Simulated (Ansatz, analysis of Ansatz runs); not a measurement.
# B-H pair in alpha-quartz: local vibrational mode, r2SCAN

How near does this set-up come to the measured local vibrational mode? Subject: B-H pair in alpha-quartz. Set-up: r2SCAN, 72-site cell, r2SCAN lattice, 500 eV, k: the single point 1/4 1/4 1/4, anharmonic cut along the mode. The model is a cell of 72 host atoms with B put on another atom's site and H put in between. The frequencies come from force constants among the defect atom and its neighbours, with the masses of the isotopes named. A meta-GGA costs about twice a GGA and mends lattice constants and part of the gap.

**The experiment.** O-H stretch, 1H: 3595 cm⁻¹ at 300 K, by diffuse reflectance FTIR with peak fitting (“Structural evolution of water and hydroxyl groups during thermal, mechanical and chemical treatment of high purity natural quartz”, 2020, pmc:9055915). The calculation is set beside it at the end.

Method: plane-wave PAW DFT, r2SCAN; relaxation of all atoms of a defect supercell, in Ansatz 0.2.0.

### Step 1. The structure

The cell holds 73 atoms: 23 Si, 48 O, 1 B and 1 H. Its edges and angles: a = 9.844 Å, b = 9.844 Å, c = 10.830 Å, α = 90.0°, β = 90.0°, γ = 120.0°. It derives from SiO2 (space group P3_221). Nearest the centre at fractional (0.249, 0.230, 0.471): H73 at 0.44 Å, B12 at 0.89 Å, O4 at 1.43 Å, O9 at 1.80 Å, O16 at 1.81 Å, O15 at 1.81 Å, Si1 at 2.65 Å, Si19 at 3.12 Å.

The host's primitive cell comes from a first run (plane-wave PAW DFT, r2SCAN; relaxation of the host's cell and atoms): vectors of 4.922, 4.922 and 5.415 Å. That is 12.62 Å³ an atom, 0.4 % over the diffraction cell's volume. The supercell is built on it.

### Step 2. Relaxation, charge 0

Every later number rests on the structure around the defect, so the atoms are relaxed at the host's lattice first.

The input, relax/input.yaml:

```yaml
relax:
  f_tol: 0.01
  max_steps: 80
  random_displacement: { amplitude: 0.02, seed: 660 }
crystal:
  lattice:
    - [9.8440549, 0.0, 0.0]
    - [-4.92202745, 8.52520162, 0.0]
    - [0.0, 0.0, 10.83028533]
  atoms:
    - { symbol: Si, position: [0.234489884, 0.0, 0.333333333] }
    - { symbol: Si, position: [0.0, 0.234489884, 0.166666667] }
    - { symbol: Si, position: [0.265510116, 0.265510116, 0.0] }
    - { symbol: O, position: [0.197600121, 0.114150859, 0.375705813] }
    - { symbol: O, position: [0.365509446, 0.07215183, 0.225640741] }
    - { symbol: O, position: [0.42784817, 0.293357616, 0.058974074] }
    - { symbol: O, position: [0.134490554, 0.206642384, 0.107692593] }
    - { symbol: O, position: [0.07215183, 0.365509446, 0.274359259] }
    - { symbol: O, position: [0.293357616, 0.42784817, 0.441025926] }
    - { symbol: Si, position: [0.234489884, 0.0, 0.833333333] }
    - { symbol: Si, position: [0.0, 0.234489884, 0.666666667] }
    - { symbol: B, position: [0.281782985, 0.30211922, 0.529879176] }
    - { symbol: O, position: [0.206642384, 0.134490554, 0.892307407] }
    - { symbol: O, position: [0.365509446, 0.07215183, 0.725640741] }
    - { symbol: O, position: [0.42784817, 0.293357616, 0.558974074] }
    - { symbol: O, position: [0.134490554, 0.206642384, 0.607692593] }
    - { symbol: O, position: [0.07215183, 0.365509446, 0.774359259] }
    - { symbol: O, position: [0.293357616, 0.42784817, 0.941025926] }
    - { symbol: Si, position: [0.234489884, 0.5, 0.333333333] }
    - { symbol: Si, position: [0.0, 0.734489884, 0.166666667] }
    - { symbol: Si, position: [0.265510116, 0.765510116, 0.0] }
    - { symbol: O, position: [0.206642384, 0.634490554, 0.392307407] }
    - { symbol: O, position: [0.365509446, 0.57215183, 0.225640741] }
    - { symbol: O, position: [0.42784817, 0.793357616, 0.058974074] }
    - { symbol: O, position: [0.134490554, 0.706642384, 0.107692593] }
    - { symbol: O, position: [0.07215183, 0.865509446, 0.274359259] }
    - { symbol: O, position: [0.293357616, 0.92784817, 0.441025926] }
    - { symbol: Si, position: [0.234489884, 0.5, 0.833333333] }
    - { symbol: Si, position: [0.0, 0.734489884, 0.666666667] }
    - { symbol: Si, position: [0.265510116, 0.765510116, 0.5] }
    - { symbol: O, position: [0.206642384, 0.634490554, 0.892307407] }
    - { symbol: O, position: [0.365509446, 0.57215183, 0.725640741] }
    - { symbol: O, position: [0.42784817, 0.793357616, 0.558974074] }
    - { symbol: O, position: [0.134490554, 0.706642384, 0.607692593] }
    - { symbol: O, position: [0.07215183, 0.865509446, 0.774359259] }
    - { symbol: O, position: [0.293357616, 0.92784817, 0.941025926] }
    - { symbol: Si, position: [0.734489884, 0.0, 0.333333333] }
    - { symbol: Si, position: [0.5, 0.234489884, 0.166666667] }
    - { symbol: Si, position: [0.765510116, 0.265510116, 0.0] }
    - { symbol: O, position: [0.706642384, 0.134490554, 0.392307407] }
    - { symbol: O, position: [0.865509446, 0.07215183, 0.225640741] }
    - { symbol: O, position: [0.92784817, 0.293357616, 0.058974074] }
    - { symbol: O, position: [0.634490554, 0.206642384, 0.107692593] }
    - { symbol: O, position: [0.57215183, 0.365509446, 0.274359259] }
    - { symbol: O, position: [0.793357616, 0.42784817, 0.441025926] }
    - { symbol: Si, position: [0.734489884, 0.0, 0.833333333] }
    - { symbol: Si, position: [0.5, 0.234489884, 0.666666667] }
    - { symbol: Si, position: [0.765510116, 0.265510116, 0.5] }
    - { symbol: O, position: [0.706642384, 0.134490554, 0.892307407] }
    - { symbol: O, position: [0.865509446, 0.07215183, 0.725640741] }
    - { symbol: O, position: [0.92784817, 0.293357616, 0.558974074] }
    - { symbol: O, position: [0.634490554, 0.206642384, 0.607692593] }
    - { symbol: O, position: [0.57215183, 0.365509446, 0.774359259] }
    - { symbol: O, position: [0.793357616, 0.42784817, 0.941025926] }
    - { symbol: Si, position: [0.734489884, 0.5, 0.333333333] }
    - { symbol: Si, position: [0.5, 0.734489884, 0.166666667] }
    - { symbol: Si, position: [0.765510116, 0.765510116, 0.0] }
    - { symbol: O, position: [0.706642384, 0.634490554, 0.392307407] }
    - { symbol: O, position: [0.865509446, 0.57215183, 0.225640741] }
    - { symbol: O, position: [0.92784817, 0.793357616, 0.058974074] }
    - { symbol: O, position: [0.634490554, 0.706642384, 0.107692593] }
    - { symbol: O, position: [0.57215183, 0.865509446, 0.274359259] }
    - { symbol: O, position: [0.793357616, 0.92784817, 0.441025926] }
    - { symbol: Si, position: [0.734489884, 0.5, 0.833333333] }
    - { symbol: Si, position: [0.5, 0.734489884, 0.666666667] }
    - { symbol: Si, position: [0.765510116, 0.765510116, 0.5] }
    - { symbol: O, position: [0.706642384, 0.634490554, 0.892307407] }
    - { symbol: O, position: [0.865509446, 0.57215183, 0.725640741] }
    - { symbol: O, position: [0.92784817, 0.793357616, 0.558974074] }
    - { symbol: O, position: [0.634490554, 0.706642384, 0.607692593] }
    - { symbol: O, position: [0.57215183, 0.865509446, 0.774359259] }
    - { symbol: O, position: [0.793357616, 0.92784817, 0.941025926] }
    - { symbol: H, position: [0.233551, 0.194057, 0.441983] }
basis:
  ecutwfc: 500
  xc_grid: 2
hamiltonian:
  xc: r2scan
kpoints:
  mp_grid: { grid: [1, 1, 1], shift: [0.25, 0.25, 0.25] }
scf:
  occupations: { method: fermi_dirac, width: 0.01 }
  max_iter: 120
output:
  forces: true
checkpoint:
  write: "../relax.run"
  compress: false
  write_wavefunctions: true
  write_every: 100000
```

On the command line:

```
> ansatz run input.yaml --threads 4 --pin off --max-ram 7536MiB --backend cpu --events-out ev --progress --plain --runs-dir out
```

Numbers of over 12 decimals in the logs are rounded to 6 here.

What it wrote:

```text
[... repeated set-up lines and file paths are left out, and long positions are rounded to six places ...]
Engine: ansatz 0.2.0, x86_64-unknown-linux-gnu
Pseudopotentials: kind: paw
Pseudopotential: Si, paw, valence charge 4, recommended cutoff 500 eV (meta_gga), Si.paw.azcp
Pseudopotential: O, paw, valence charge 6, recommended cutoff 500 eV (meta_gga), O.paw.azcp
Pseudopotential: B, paw, valence charge 3, recommended cutoff 500 eV (meta_gga), B.paw.azcp
Pseudopotential: H, paw, valence charge 1, recommended cutoff 500 eV (meta_gga), H.paw.azcp
Functional definition: r2SCAN
  parameter k0 = 0.174
  parameter k1 = 0.065
  parameter a1 = 4.9479
  exchange = r2scan_x(k0 = k0, k1 = k1, a1 = a1)
  correlation = r2scan_c
Crystal: 73 atoms, lattice volume = 908.905 Å³
Basis set: ecut = 500 eV, 23025 PW (Γ), exchange–correlation on 144×144×160 points (8 copies of the dense FFT grid, shifted against one another)
Bands: 265, of which v1, the nominal top of the filled ones, is band 192 counted from 1 (191 counted from 0)
Symmetry: 1 space group operations
k-points: 1
Non-local potential: Si, projectors of the file, l = 0: 2, l = 1: 2, l = 2: 2
Non-local potential: O, projectors of the file, l = 0: 2, l = 1: 2, l = 2: 1
Non-local potential: B, projectors of the file, l = 0: 2, l = 1: 2, l = 2: 1
Non-local potential: H, projectors of the file, l = 0: 2, l = 1: 1
PAW form: soft (Blöchl's): semilocal exchange-correlation on the pseudo side does not see the compensation charge
PAW frozen core: Si, regenerated for the run's functional (the file was generated under x = pbe(κ = 0.804, μ = 0.219515), c = pbe(β = 0.066725))
PAW frozen core: O, regenerated for the run's functional (the file was generated under x = pbe(κ = 0.804, μ = 0.219515), c = pbe(β = 0.066725))
PAW frozen core: B, regenerated for the run's functional (the file was generated under x = pbe(κ = 0.804, μ = 0.219515), c = pbe(β = 0.066725))
PAW one-centre angular grid: Si, 302 points (default); XC on 160 Gauss nodes
PAW one-centre angular grid: O, 302 points (default); XC on 160 Gauss nodes
PAW one-centre angular grid: B, 302 points (default); XC on 160 Gauss nodes
PAW one-centre angular grid: H, 302 points (default); XC on 160 Gauss nodes
Initial density: superposition of atomic densities (neutral atoms: chi_scale 0, normalization atom), corrected by the library's trained network
Initial wavefunctions: pseudopotential atomic-orbital guess
Functional: x = r2scan, c = r2scan; τ floored in thin density (d = 2e-4 eV/Å³)
SCF iter   1: F=—  HF=-42247.454551 eV  |F-HF|=—  |Δ(HF+E_count)|=         —  Δρ=7.76e-3  dr2=5.99e-1  dr2_τ=6.38e0  ethr=1.77e-3  ⟨swp⟩=6.0  Hψ=1194  notcnv=0  defer=33
preconditioner: auto → Resta (q_TF=auto, 2.363 Å⁻¹)  ε∞=2.8  [insulator: Δε(μ)=4.936 eV  Ē_g=18.140 eV  σ=0.010 eV  W_gap=1.00  n_scr=212 (ndim 8)  ℏωp=24.1 eV  f_vac=0.115  D(μ)=0.00/eV (n_scr^D=0)  ε∞_Penn≈2.8]
SCF iter   2: F=—  HF=-42249.423885 eV  |F-HF|=—  |Δ(HF+E_count)|=    1.97e0  Δρ=4.95e-3  dr2=1.64e-1  dr2_τ=1.20e-2  ethr=1.56e-4  ⟨swp⟩=3.0  Hψ=507  notcnv=0  defer=68
SCF iter   3: F=—  HF=-42249.395305 eV  |F-HF|=—  |Δ(HF+E_count)|=   2.86e-2  Δρ=9.78e-4  dr2=9.12e-3  dr2_τ=1.95e-3  ethr=4.28e-5  ⟨swp⟩=3.0  Hψ=397  notcnv=0  defer=68
SCF iter   4: F=—  HF=-42249.393949 eV  |F-HF|=—  |Δ(HF+E_count)|=   1.36e-3  Δρ=4.20e-4  dr2=1.00e-3  dr2_τ=1.78e-4  ethr=2.37e-6  ⟨swp⟩=2.0  Hψ=394  notcnv=0  defer=68
SCF iter   5: F=—  HF=-42249.394694 eV  |F-HF|=—  |Δ(HF+E_count)|=   7.45e-4  Δρ=1.30e-4  dr2=1.41e-4  dr2_τ=1.52e-5  ethr=2.61e-7  ⟨swp⟩=2.0  Hψ=446  notcnv=0  defer=68
SCF iter   6: F=—  HF=-42249.394731 eV  |F-HF|=—  |Δ(HF+E_count)|=   3.64e-5  Δρ=5.64e-5  dr2=2.65e-5  dr2_τ=2.75e-6  ethr=3.68e-8  ⟨swp⟩=2.0  Hψ=387  notcnv=0  defer=68
SCF iter   7: F=-42249.394734 eV  HF=-42249.394733 eV  |F-HF|=5.59e-7  |Δ(HF+E_count)|=   2.38e-6  Δρ=1.47e-5  dr2=1.75e-6  dr2_τ=1.80e-7  ethr=6.51e-10  ⟨swp⟩=3.0  Hψ=994  notcnv=0
SCF 1 converged in 7 iterations: F = -42249.394734 eV  dr2 = 1.75e-6
  greatest PAW one-centre occupation: 0.886 electrons in one spin orbital (limit 2), on the O atom at site 3 (counted from 0), in its partial waves of l = 0
relax step   1: F+E_penalty+E_count = -42249.39473378 eV  Δ(F+E_penalty+E_count) = +0.000e0 eV  max|allowed force component| = 7.860e0 eV/Å  Δτ_max = 0.0000 Å  (7 SCF iters, dr2 threshold 2.50e-6 eV, accepted)
[... the SCF cycles and remarks between the steps are left out from here to the last step ...]
relax step   2: F+E_penalty+E_count = -42252.15470866 eV  Δ(F+E_penalty+E_count) = -2.760e0 eV  max|allowed force component| = 3.580e0 eV/Å  Δτ_max = 0.1770 Å  (6 SCF iters, dr2 threshold 1.00e-4 eV, accepted)
relax step   3: F+E_penalty+E_count = -42253.16024919 eV  Δ(F+E_penalty+E_count) = -1.006e0 eV  max|allowed force component| = 1.990e0 eV/Å  Δτ_max = 0.1936 Å  (6 SCF iters, dr2 threshold 1.00e-4 eV, accepted)
relax step   4: F+E_penalty+E_count = -42253.45375084 eV  Δ(F+E_penalty+E_count) = -2.935e-1 eV  max|allowed force component| = 6.381e-1 eV/Å  Δτ_max = 0.2000 Å  (6 SCF iters, dr2 threshold 1.00e-4 eV, accepted)
relax step   5: F+E_penalty+E_count = -42253.53357645 eV  Δ(F+E_penalty+E_count) = -7.983e-2 eV  max|allowed force component| = 4.772e-1 eV/Å  Δτ_max = 0.2000 Å  (6 SCF iters, dr2 threshold 4.19e-5 eV, accepted)
relax step   6: F+E_penalty+E_count = -42253.62738169 eV  Δ(F+E_penalty+E_count) = -9.381e-2 eV  max|allowed force component| = 6.612e-1 eV/Å  Δτ_max = 0.1949 Å  (6 SCF iters, dr2 threshold 2.34e-5 eV, accepted)
relax step   7: F+E_penalty+E_count = -42253.74233003 eV  Δ(F+E_penalty+E_count) = -1.149e-1 eV  max|allowed force component| = 1.213e0 eV/Å  Δτ_max = 0.1957 Å  (5 SCF iters, dr2 threshold 1.00e-4 eV, accepted)
relax step   8: F+E_penalty+E_count = -42253.88087726 eV  Δ(F+E_penalty+E_count) = -1.385e-1 eV  max|allowed force component| = 9.521e-1 eV/Å  Δτ_max = 0.2000 Å  (6 SCF iters, dr2 threshold 1.00e-4 eV, accepted)
relax step   9: F+E_penalty+E_count = -42253.98318848 eV  Δ(F+E_penalty+E_count) = -1.023e-1 eV  max|allowed force component| = 5.404e-1 eV/Å  Δτ_max = 0.2000 Å  (6 SCF iters, dr2 threshold 1.00e-4 eV, accepted)
relax step  10: F+E_penalty+E_count = -42254.00740276 eV  Δ(F+E_penalty+E_count) = -2.421e-2 eV  max|allowed force component| = 7.011e-1 eV/Å  Δτ_max = 0.2000 Å  (6 SCF iters, dr2 threshold 9.41e-5 eV, accepted)
relax step  11: F+E_penalty+E_count = -42254.04978773 eV  Δ(F+E_penalty+E_count) = -4.238e-2 eV  max|allowed force component| = 1.873e-1 eV/Å  Δτ_max = 0.2000 Å  (6 SCF iters, dr2 threshold 1.00e-4 eV, accepted)
relax step  12: F+E_penalty+E_count = -42254.04145575 eV  Δ(F+E_penalty+E_count) = +8.332e-3 eV  max|allowed force component| = 4.300e-1 eV/Å  Δτ_max = 0.2000 Å  (7 SCF iters, dr2 threshold 2.50e-6 eV, rejected (line search))
relax step  13: F+E_penalty+E_count = -42254.05845480 eV  Δ(F+E_penalty+E_count) = -8.667e-3 eV  max|allowed force component| = 1.461e-1 eV/Å  Δτ_max = 0.0992 Å  (8 SCF iters, accepted)
relax step  14: F+E_penalty+E_count = -42254.06058676 eV  Δ(F+E_penalty+E_count) = -2.132e-3 eV  max|allowed force component| = 4.714e-2 eV/Å  Δτ_max = 0.0946 Å  (7 SCF iters, dr2 threshold 1.52e-6 eV, accepted)
relax step  15: F+E_penalty+E_count = -42254.06028494 eV  Δ(F+E_penalty+E_count) = +3.018e-4 eV  max|allowed force component| = 2.134e-1 eV/Å  Δτ_max = 0.0205 Å  (6 SCF iters, dr2 threshold 2.32e-7 eV, rejected (line search))
relax step  16: F+E_penalty+E_count = -42254.06119556 eV  Δ(F+E_penalty+E_count) = -6.088e-4 eV  max|allowed force component| = 1.083e-2 eV/Å  Δτ_max = 0.0103 Å  (6 SCF iters, accepted)
SCF iter   1: F=—  HF=-42254.059863 eV  |F-HF|=—  |Δ(HF+E_count)|=         —  Δρ=5.03e-4  dr2=1.14e-3  dr2_τ=1.65e-2  ethr=3.50e-6  ⟨swp⟩=6.0  Hψ=740  notcnv=0  defer=69
SCF iter   2: F=—  HF=-42254.060596 eV  |F-HF|=—  |Δ(HF+E_count)|=   7.33e-4  Δρ=2.91e-4  dr2=4.31e-4  dr2_τ=2.55e-5  ethr=2.96e-7  ⟨swp⟩=2.0  Hψ=488  notcnv=0  defer=69
SCF iter   3: F=—  HF=-42254.060565 eV  |F-HF|=—  |Δ(HF+E_count)|=   3.08e-5  Δρ=8.76e-5  dr2=4.21e-5  dr2_τ=7.63e-6  ethr=1.12e-7  ⟨swp⟩=2.0  Hψ=372  notcnv=0  defer=69
SCF iter   4: F=—  HF=-42254.061331 eV  |F-HF|=—  |Δ(HF+E_count)|=   7.66e-4  Δρ=4.00e-5  dr2=7.24e-6  dr2_τ=6.97e-7  ethr=1.10e-8  ⟨swp⟩=2.0  Hψ=323  notcnv=0  defer=69
SCF iter   5: F=—  HF=-42254.061333 eV  |F-HF|=—  |Δ(HF+E_count)|=   1.74e-6  Δρ=1.39e-5  dr2=1.30e-6  dr2_τ=2.00e-7  ethr=1.89e-9  ⟨swp⟩=2.0  Hψ=372  notcnv=0  defer=69
SCF iter   6: F=-42254.061332 eV  HF=-42254.061332 eV  |F-HF|=1.91e-8  |Δ(HF+E_count)|=   2.86e-7  Δρ=3.48e-6  dr2=7.30e-8  dr2_τ=4.21e-9  ethr=2.60e-11  ⟨swp⟩=4.0  Hψ=1106  notcnv=0
SCF 17 converged in 6 iterations: F = -42254.061332 eV  dr2 = 7.30e-8
relax step  17: F+E_penalty+E_count = -42254.06133231 eV  Δ(F+E_penalty+E_count) = -1.368e-4 eV  max|allowed force component| = 3.056e-3 eV/Å  Δτ_max = 0.0063 Å  (6 SCF iters, accepted)
NSCF: frozen V_eff on 1 k-points
the band table was solved once a step of the walk had ended and its energy, with any forces and stress, was formed, with the checks that follow a solve (1258 applications of the Hamiltonian). They found nothing against the state; [...]
iter 1 solved again at ethr=1.90e-11 eV; its pass at ethr=3.10e-3 eV (dr2=7.30e-8 eV) is discarded
SCF iter   1: F=—  HF=-42254.061332 eV  |F-HF|=—  |Δ(HF+E_count)|=         —  Δρ=3.48e-6  dr2=7.30e-8  dr2_τ=4.21e-9  ethr=1.90e-11  ⟨swp⟩=1.0  Hψ=736  notcnv=0
SCF iter   2: F=-42254.061332 eV  HF=-42254.061332 eV  |F-HF|=4.82e-9  |Δ(HF+E_count)|=  6.84e-10  Δρ=1.61e-6  dr2=1.68e-8  dr2_τ=4.74e-10  ethr=1.90e-11  ⟨swp⟩=4.0  Hψ=734  notcnv=0
SCF 18 converged in 2 iterations: F = -42254.061332 eV  dr2 = 1.68e-8
NSCF: frozen V_eff on 1 k-points
the band table was solved once a step of the walk had ended and its energy, with any forces and stress, was formed, with the checks that follow a solve (898 applications of the Hamiltonian). They found nothing against the state; [...]
SCF converged after 2 iterations
Free energy (F): -42254.061332 eV
Harris-Foulkes:  -42254.061332 eV  (|F-HF|=4.82e-9)
Internal energy: -42254.061332 eV  (E = F + TS)
E sigma→0 (E₀):  -42254.061332 eV
Fermi energy:    5.701331 eV
--- Per-component energies (eV) ---
  E_band       = -1971.154092
  E_kinetic    = 9734.041203
  E_local      = -23743.155852  (includes V_loc(G=0)·N_el)
  E_nonlocal   = 2821.716604
  E_hartree    = 8540.584750
  E_xc         = -4788.143627
  E_vxc        = -6355.786893  (∫ρ·V_xc dr)
  E_paw        = -19765.477856  (= ΣΔE_a)
  E_vpaw       = -1908.820763  (= ΣTr[D̂ρ^β])
  E_aug_tail   = 0.050125  (compensation charges beyond the density's cutoff)
  E_vtau       = 399.632515  (kinetic-family band-sum trace: ∫τ·v_τ [+ j·A + Jᵃ·Aᵃ] dr)
  E_ewald      = -15050.367113
  E_core_change = -3.309565  (= ΣΔE_core)
  E_smearing   = -0.000000  (= −TS)
  E_closure    = 0.000000  (closes the sum)
  Σ components = -42254.061332   (vs F -42254.061332, Δ=0.00e0)
--- Forces (eV/Å), atoms counted from 1 ---
  atom   1  Si     0.00002505    -0.00082510    -0.00004775
  atom   2  Si     0.00119179     0.00035546    -0.00094664
  [... 1 atom left out ...]
  atom   4  O      0.00227822     0.00224567    -0.00214262
  [... 4 atoms left out ...]
  atom   9  O     -0.00130679     0.00070540     0.00047518
  [... 2 atoms left out ...]
  atom  12  B     -0.00297734     0.00005489     0.00243077
  [... 2 atoms left out ...]
  atom  15  O      0.00078117    -0.00102260     0.00002667
  atom  16  O      0.00196517     0.00160963    -0.00249772
  [... 2 atoms left out ...]
  atom  19  Si     0.00118072     0.00027544     0.00095013
  [... 7 atoms left out ...]
  atom  27  O     -0.00100303    -0.00084118     0.00040378
  [... 19 atoms left out ...]
  atom  47  Si    -0.00034749    -0.00007089    -0.00041219
  [... 25 atoms left out ...]
  atom  73  H     -0.00162707    -0.00302703     0.00006217
  max |Σ_I F_I| component: 2.03e-3 eV/Å
--- Band table (eV) ---
  k-point 0: bands = ["-18.2669", "-18.1256", "-18.0831", "-18.0423", [... 257 left out ...] "14.9354", "14.9564", "15.0383", "15.0793"]
--- Relaxed structure (17 steps of the walk, 15 accepted, 0 SCFs on fresh bases) ---
  F+E_penalty+E_count = -42254.06133231 eV   max|allowed force component| = 3.056e-3 eV/Å
  atoms:
    - { symbol: Si, position: [0.225715, -0.011627, 0.331200] }
    - { symbol: Si, position: [0.001830, 0.240534, 0.169310] }
    [... 1 atom left out ...]
    - { symbol: O, position: [0.175905, 0.112124, 0.383017] }
    [... 4 atoms left out ...]
    - { symbol: O, position: [0.301683, 0.428499, 0.451955] }
    [... 2 atoms left out ...]
    - { symbol: B, position: [0.286320, 0.318130, 0.536290] }
    [... 2 atoms left out ...]
    - { symbol: O, position: [0.415299, 0.304814, 0.562573] }
    - { symbol: O, position: [0.151334, 0.233604, 0.605269] }
    [... 2 atoms left out ...]
    - { symbol: Si, position: [0.240829, 0.495566, 0.342701] }
    [... 7 atoms left out ...]
    - { symbol: O, position: [0.292279, 0.926084, 0.440700] }
    [... 19 atoms left out ...]
    - { symbol: Si, position: [0.490072, 0.240232, 0.663683] }
    [... 25 atoms left out ...]
    - { symbol: H, position: [0.070739, 0.064317, 0.415942] }
```

Run time: 3 min. Hardware: 4 threads of Intel Xeon 6975P-C (Granite Rapids), shared host; peak memory 2.2 GiB; 11 min of CPU time.

(Continued in part 2 of 2.)

[Logs are printed without paths, hosts, clocks, repeated set-up lines and the standing remarks that a program may print on its own settings, such as how far it seeks lower states.]

[Hosts, paths, dates, database ids (printed as entryN), source tags and the programs' standing remarks are cut or masked in the printed files.]

[For some hosts the program warned that the k-mesh of the response run may be too coarse for force constants and the static dielectric constant; such warnings are not shown here.]
